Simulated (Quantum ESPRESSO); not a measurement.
# 1T-TiO2, 1 layer: solver and mixing choices, part 3 of 4

Wanted: time, iterations and memory of 1T-TiO2, 1 layer by eigensolver and mixing.

Quantum ESPRESSO 7.5; plane-wave DFT, PBE, SG15 norm-conserving pseudopotentials.

So far. Step 6 (SCF with pw.x: david, local-TF mixing, beta 0.7 …): Counted from each run's own zero (the valence top), the vacuum level differs from the first run's by -1 meV. Step 7 (Self-consistent run: david, local-TF mixing, beta 0.2 …): Counted from each run's own zero (the valence top), the vacuum level differs from the first run's by +3 meV.

### Step 8. SCF with pw.x: david, local-TF mixing, beta 0.4, history 4

c6.in reads:

```
&control
  prefix = 'c6'
  outdir = './out'
  pseudo_dir = './pseudo'
  calculation = 'scf'
  tprnfor = .true.
/
&system
  ibrav = 0
  nat = 3
  ntyp = 2
  ecutwfc = 60
  ecutrho = 240
  occupations = 'smearing'
  smearing = 'fd'
  degauss = 0.004
  assume_isolated = 'esm'
  esm_bc = 'bc1'
/
&electrons
  conv_thr = 1e-07
  mixing_beta = 0.4
  electron_maxstep = 80
  mixing_mode = 'local-TF'
  diagonalization = 'david'
  mixing_ndim = 4
/
ATOMIC_SPECIES
  O   15.9990  O_ONCV_PBE-1.2.upf
  Ti  47.8670  Ti_ONCV_PBE-1.2.upf
CELL_PARAMETERS angstrom
  2.99000000000000 0.00000000000000 0.00000000000000
  -1.49500000000000 2.58941595731547 0.00000000000000
  0.00000000000000 0.00000000000000 19.46119212307099
ATOMIC_POSITIONS crystal
  O   0.666666666667 0.333333333333 -0.063233333999
  Ti  0.000000000000 0.000000000000 0.000000000000
  O   0.333333333333 0.666666666667 0.063233333999
K_POINTS automatic
  12 12 1 0 0 0
```

The run is started by

```
$ OMP_NUM_THREADS=1 mpirun -n 4 pw.x -nk 4 -in c6.in > c6.out
```

The program printed:

```text
[banner, memory and clock lines left out]
Program PWSCF v.7.5 starts
[...]
Message from routine setup:
[...]
number of electrons       =        24.00
     number of Kohn-Sham states=           16
     kinetic-energy cutoff     =      60.0000  Ry
     charge density cutoff     =     240.0000  Ry
[...]
number of k points=    19  Fermi-Dirac smearing, width (Ry)=  0.0040
[...]
Dense  grid:    63649 G-vectors     FFT dimensions: (  27,  27, 192)
[...]
negative rho (up, down):  6.478E-04 0.000E+00
     Starting wfcs are random
[...]
negative rho (up, down):  6.828E-04 0.000E+00
[...]
estimated scf accuracy    <       1.21720635 Ry
[...]
negative rho (up, down):  7.888E-04 0.000E+00
[...]
estimated scf accuracy    <       0.53661336 Ry
[...]
negative rho (up, down):  1.329E-04 0.000E+00
[...]
estimated scf accuracy    <       2.17993152 Ry
[...]
negative rho (up, down):  2.107E-04 0.000E+00
[...]
estimated scf accuracy    <       0.01899610 Ry
[...]
negative rho (up, down):  8.808E-04 0.000E+00
[...]
estimated scf accuracy    <       0.02060549 Ry
[...]
negative rho (up, down):  2.663E-05 0.000E+00
[...]
estimated scf accuracy    <       0.90231317 Ry
[...]
negative rho (up, down):  6.245E-06 0.000E+00
[...]
estimated scf accuracy    <       0.05958255 Ry
[...]
negative rho (up, down):  6.632E-06 0.000E+00
[...]
estimated scf accuracy    <       0.07427942 Ry
[...]
negative rho (up, down):  1.748E-06 0.000E+00
[...]
estimated scf accuracy    <       0.07534240 Ry
[...]
negative rho (up, down):  3.175E-08 0.000E+00
[...]
estimated scf accuracy    <       0.00218424 Ry
[...]
negative rho (up, down):  1.957E-08 0.000E+00
[...]
estimated scf accuracy    <       0.00139395 Ry
[...]
negative rho (up, down):  1.634E-08 0.000E+00
[...]
estimated scf accuracy    <       0.00041866 Ry
[...]
negative rho (up, down):  9.553E-05 0.000E+00
[...]
estimated scf accuracy    <       0.00035633 Ry
[...]
negative rho (up, down):  1.879E-04 0.000E+00
[...]
estimated scf accuracy    <       0.00011563 Ry
[...]
negative rho (up, down):  1.232E-05 0.000E+00
[...]
estimated scf accuracy    <       0.00006289 Ry
[...]
negative rho (up, down):  2.715E-04 0.000E+00
[...]
estimated scf accuracy    <       0.00002988 Ry
[...]
negative rho (up, down):  1.135E-04 0.000E+00
[...]
estimated scf accuracy    <       0.00000714 Ry
[...]
negative rho (up, down):  3.512E-05 0.000E+00
[...]
estimated scf accuracy    <       0.00000162 Ry
[...]
negative rho (up, down):  4.378E-06 0.000E+00
[...]
estimated scf accuracy    <       0.00000074 Ry
[...]
negative rho (up, down):  3.067E-05 0.000E+00
[...]
estimated scf accuracy    <       0.00000014 Ry
[...]
the Fermi energy is    -8.0527 ev
!    total energy              =    -179.51021529 Ry
     estimated scf accuracy    <       0.00000002 Ry
     smearing contrib. (-TS)   =      -0.00000000 Ry
     internal energy E=F+TS    =    -179.51021529 Ry
[...]
one-electron contribution =     498.34809816 Ry
     hartree contribution      =    -253.47242057 Ry
     xc contribution           =     -27.97525716 Ry
     ewald contribution        =    -396.41063572 Ry
     convergence has been achieved in  21 iterations
[...]
Total force =     0.230746     Total SCF correction =     0.000199
[...]
```

Wall time 38 s (4 MPI ranks of Arm Neoverse V2, shared host); peak memory 0.36 GiB.

Numbers from this step:

| Quantity | Value |
| --- | --- |
| Fermi energy | -8.053 eV |
| valence top, on the run's zero | -8.890 eV |
| conduction bottom, on the run's zero | -7.172 eV |
| vacuum line at the lower end of the cell, over the valence top | 8.890 eV |
| vacuum line at the upper end of the cell, over the valence top | 8.890 eV |

The program's own clock; routines nest. Time by routine:

```
     routine  wall time (s)  calls
       PWSCF          37.68      1
   electrons          37.12      1
     c_bands          27.26     21
     cegterg             24    110
       h_psi          19.94   1034
        fftw          18.19  18106
    vloc_psi          17.92   1034
     mix_rho           6.63     21
        ffts           3.77   2419
    sum_band           2.17     21
  add_vuspsi           0.99   1034
    v_of_rho           0.97     22
      calbec           0.97   1054
h_psi:calbec           0.94   1034
```

Counted from each run's own zero (the valence top), the vacuum level differs from the first run's by -1 meV.

### Step 9. SCF with pw.x: cg, local-TF mixing, beta 0.4, history 8

c7.in is the input of step 8 with these lines changed:

```diff
@@ -1,3 +1,3 @@
 &control
-  prefix = 'c6'
+  prefix = 'c7'
   outdir = './out'
@@ -24,4 +24,4 @@
   mixing_mode = 'local-TF'
-  diagonalization = 'david'
-  mixing_ndim = 4
+  diagonalization = 'cg'
+  mixing_ndim = 8
 /
```

The run is started by

```
$ OMP_NUM_THREADS=1 mpirun -n 4 pw.x -nk 4 -in c7.in > c7.out
```

The program printed:

```text
[banner, memory and clock lines left out]
Program PWSCF v.7.5 starts
[...]
Message from routine setup:
[...]
number of electrons       =        24.00
     number of Kohn-Sham states=           16
     kinetic-energy cutoff     =      60.0000  Ry
     charge density cutoff     =     240.0000  Ry
[...]
number of k points=    19  Fermi-Dirac smearing, width (Ry)=  0.0040
[...]
Dense  grid:    63649 G-vectors     FFT dimensions: (  27,  27, 192)
[...]
negative rho (up, down):  6.478E-04 0.000E+00
     Starting wfcs are random
[...]
negative rho (up, down):  2.637E-04 0.000E+00
[...]
estimated scf accuracy    <       1.16528304 Ry
[...]
negative rho (up, down):  3.793E-04 0.000E+00
[...]
estimated scf accuracy    <       0.45616779 Ry
[...]
negative rho (up, down):  3.293E-05 0.000E+00
[...]
estimated scf accuracy    <       1.07757046 Ry
[...]
negative rho (up, down):  1.874E-06 0.000E+00
[...]
estimated scf accuracy    <       0.11515126 Ry
[...]
negative rho (up, down):  1.277E-05 0.000E+00
[...]
estimated scf accuracy    <       0.36524533 Ry
[...]
negative rho (up, down):  2.032E-05 0.000E+00
[...]
estimated scf accuracy    <       0.00690696 Ry
[...]
negative rho (up, down):  2.730E-05 0.000E+00
[...]
estimated scf accuracy    <       0.00226436 Ry
[...]
negative rho (up, down):  3.982E-05 0.000E+00
[...]
estimated scf accuracy    <       0.00102512 Ry
[...]
negative rho (up, down):  3.253E-04 0.000E+00
[...]
estimated scf accuracy    <       0.00018630 Ry
[...]
negative rho (up, down):  2.405E-04 0.000E+00
[...]
estimated scf accuracy    <       0.00014544 Ry
[...]
negative rho (up, down):  2.505E-04 0.000E+00
[...]
estimated scf accuracy    <       0.00018864 Ry
[...]
negative rho (up, down):  1.970E-04 0.000E+00
[...]
estimated scf accuracy    <       0.00004062 Ry
[...]
negative rho (up, down):  1.453E-04 0.000E+00
[...]
estimated scf accuracy    <       0.00000173 Ry
[...]
negative rho (up, down):  8.036E-05 0.000E+00
[...]
estimated scf accuracy    <       0.00000036 Ry
[...]
negative rho (up, down):  3.808E-06 0.000E+00
[...]
estimated scf accuracy    <       0.00000103 Ry
[...]
negative rho (up, down):  1.332E-05 0.000E+00
[...]
estimated scf accuracy    <       0.00000172 Ry
[...]
negative rho (up, down):  5.325E-07 0.000E+00
[...]
estimated scf accuracy    <       0.00000010 Ry
[...]
the Fermi energy is    -8.0518 ev
!    total energy              =    -179.51021530 Ry
     estimated scf accuracy    <       0.00000002 Ry
     smearing contrib. (-TS)   =      -0.00000000 Ry
     internal energy E=F+TS    =    -179.51021529 Ry
[...]
one-electron contribution =     498.35041644 Ry
     hartree contribution      =    -253.47476899 Ry
     xc contribution           =     -27.97522702 Ry
     ewald contribution        =    -396.41063572 Ry
     convergence has been achieved in  18 iterations
[...]
Total force =     0.230811     Total SCF correction =     0.000340
[...]
```

The job ended after 29 s (4 MPI ranks; peak memory 0.37 GiB; 2 min of CPU time).

Read from the output:

- Fermi energy: -8.052 eV
- conduction bottom, on the run's zero: -7.171 eV

The program's own clock; routines nest. Time by routine:

```
   routine  wall time (s)  calls
     PWSCF           28.8      1
 electrons          28.24      1
   c_bands          19.72     18
     h_psi           16.2   4612
  ccgdiagg          14.98     90
      fftw          13.63  13364
  vloc_psi          13.31   4612
   hs_1psi          12.83   4522
   mix_rho           5.77     18
    wfcrot           3.68     90
      ffts           3.27   2109
    calbec           2.17   9154
  sum_band           1.88     18
add_vuspsi            1.6   4612
```

Counted from each run's own zero (the valence top), the vacuum level differs from the first run's by -1 meV.

### Step 10. Self-consistent run: ppcg, local-TF mixing, beta 0.4, history 8

c8.in is the input of step 9 with these lines changed:

```diff
@@ -1,3 +1,3 @@
 &control
-  prefix = 'c7'
+  prefix = 'c8'
   outdir = './out'
@@ -24,3 +24,3 @@
   mixing_mode = 'local-TF'
-  diagonalization = 'cg'
+  diagonalization = 'ppcg'
   mixing_ndim = 8
```

The run is started by

```
$ OMP_NUM_THREADS=1 mpirun -n 4 pw.x -nk 4 -in c8.in > c8.out
```

The program printed:

```text
[banner, memory and clock lines left out]
Program PWSCF v.7.5 starts

          URL

 %%%%%%%%%%%%%%%%%%%%%%%%%%%%%%%%%%%%%%%%%%%%%%%%%%%%%%%%%%%%%%%%%%%%%%%%%%%%%%
     Error in routine iosys (1):
     PPCG diagonalization not supported anymore (Dec. 2024)
 %%%%%%%%%%%%%%%%%%%%%%%%%%%%%%%%%%%%%%%%%%%%%%%%%%%%%%%%%%%%%%%%%%%%%%%%%%%%%%

     stopping ...
[the rest left out]
```

It took 0.5 s on 4 MPI ranks; peak memory 0.09 GiB.

The program refused the input before any cycle.

The fault put into the input: an eigensolver that this release has dropped (electrons.diagonalization = "ppcg").

The message: “iosys (1): PPCG diagonalization not supported anymore (Dec. 2024)”. This release no longer has that solver; david, paro or rmm-davidson serve.

### Step 11. Self-consistent run: paro, local-TF mixing, beta 0.4, history 8

c9.in is the input of step 10 with these lines changed:

```diff
@@ -1,3 +1,3 @@
 &control
-  prefix = 'c8'
+  prefix = 'c9'
   outdir = './out'
@@ -24,3 +24,3 @@
   mixing_mode = 'local-TF'
-  diagonalization = 'ppcg'
+  diagonalization = 'paro'
   mixing_ndim = 8
```

The run is started by

```
$ OMP_NUM_THREADS=1 mpirun -n 4 pw.x -nk 4 -in c9.in > c9.out
```

The program printed:

```text
[banner, memory and clock lines left out]
Program PWSCF v.7.5 starts
[...]
Message from routine setup:
[...]
number of electrons       =        24.00
     number of Kohn-Sham states=           16
     kinetic-energy cutoff     =      60.0000  Ry
     charge density cutoff     =     240.0000  Ry
[...]
number of k points=    19  Fermi-Dirac smearing, width (Ry)=  0.0040
[...]
Dense  grid:    63649 G-vectors     FFT dimensions: (  27,  27, 192)
[...]
negative rho (up, down):  6.478E-04 0.000E+00
     Starting wfcs are random
[...]
negative rho (up, down):  3.768E-04 0.000E+00
[...]
estimated scf accuracy    <       1.44466998 Ry
[...]
negative rho (up, down):  1.330E-04 0.000E+00
[...]
estimated scf accuracy    <       0.30274164 Ry
[...]
negative rho (up, down):  3.216E-05 0.000E+00
[...]
estimated scf accuracy    <       0.11106104 Ry
[...]
negative rho (up, down):  7.652E-05 0.000E+00
[...]
estimated scf accuracy    <       0.12608877 Ry
[...]
negative rho (up, down):  8.187E-05 0.000E+00
[...]
estimated scf accuracy    <       0.00946714 Ry
[...]
negative rho (up, down):  1.024E-04 0.000E+00
[...]
estimated scf accuracy    <       0.00206970 Ry
[...]
negative rho (up, down):  1.335E-04 0.000E+00
[...]
estimated scf accuracy    <       0.00144780 Ry
[...]
negative rho (up, down):  1.347E-04 0.000E+00
[...]
estimated scf accuracy    <       0.00006179 Ry
[...]
negative rho (up, down):  1.495E-04 0.000E+00
[...]
estimated scf accuracy    <       0.00003824 Ry
[...]
negative rho (up, down):  1.437E-04 0.000E+00
[...]
estimated scf accuracy    <       0.00002501 Ry
[...]
negative rho (up, down):  1.248E-04 0.000E+00
[...]
estimated scf accuracy    <       0.00000038 Ry
[...]
negative rho (up, down):  5.085E-05 0.000E+00
[...]
estimated scf accuracy    <       0.00000080 Ry
[...]
negative rho (up, down):  1.944E-05 0.000E+00
[...]
estimated scf accuracy    <       0.00000021 Ry
[...]
the Fermi energy is    -8.0517 ev
!    total energy              =    -179.51021530 Ry
     estimated scf accuracy    <       0.00000003 Ry
     smearing contrib. (-TS)   =      -0.00000000 Ry
     internal energy E=F+TS    =    -179.51021530 Ry
[...]
one-electron contribution =     498.34651243 Ry
     hartree contribution      =    -253.47089963 Ry
     xc contribution           =     -27.97519237 Ry
     ewald contribution        =    -396.41063572 Ry
     convergence has been achieved in  14 iterations
[...]
Total force =     0.230748     Total SCF correction =     0.000456
[...]
```

Run time: 41 s. Hardware: 4 MPI ranks; peak memory 0.38 GiB.

Numbers from this step:

```
valence top, on the run's zero                                 : -8.889 eV
gap by band count                                              : 1.718 eV
vacuum line at the lower end of the cell, over the valence top : 8.889 eV
vacuum line at the upper end of the cell, over the valence top : 8.889 eV
```

The program's own clock; routines nest. Time by routine:

```
     routine  wall time (s)  calls
       PWSCF          40.21      1
   electrons          39.63      1
     c_bands          32.95     14
      paro_k          26.27     70
       h_psi          20.84   1598
    vloc_psi          18.47   1598
        fftw           18.1  17816
     mix_rho           4.48     14
        ffts           2.52   1613
    sum_band            1.5     14
      calbec           1.15   1618
  add_vuspsi           1.14   1598
h_psi:calbec           1.12   1598
    v_of_rho           0.58     15
```

Counted from each run's own zero (the valence top), the vacuum level differs from the first run's by -2 meV.

(Continued in part 4 of 4.)

[Logs are printed without paths, hosts, clocks, repeated set-up lines and the standing remarks that a program may print on its own settings, such as how far it seeks lower states.]

[Hosts, paths, dates, database ids (printed as entryN), source tags and the programs' standing remarks are cut or masked in the printed files.]

[Maps of the electrostatic potential energy from Ansatz leave out the sawtooth potential of an applied field or a dipole correction, so their vacuum need not be flat; planar profiles and work functions include it.]
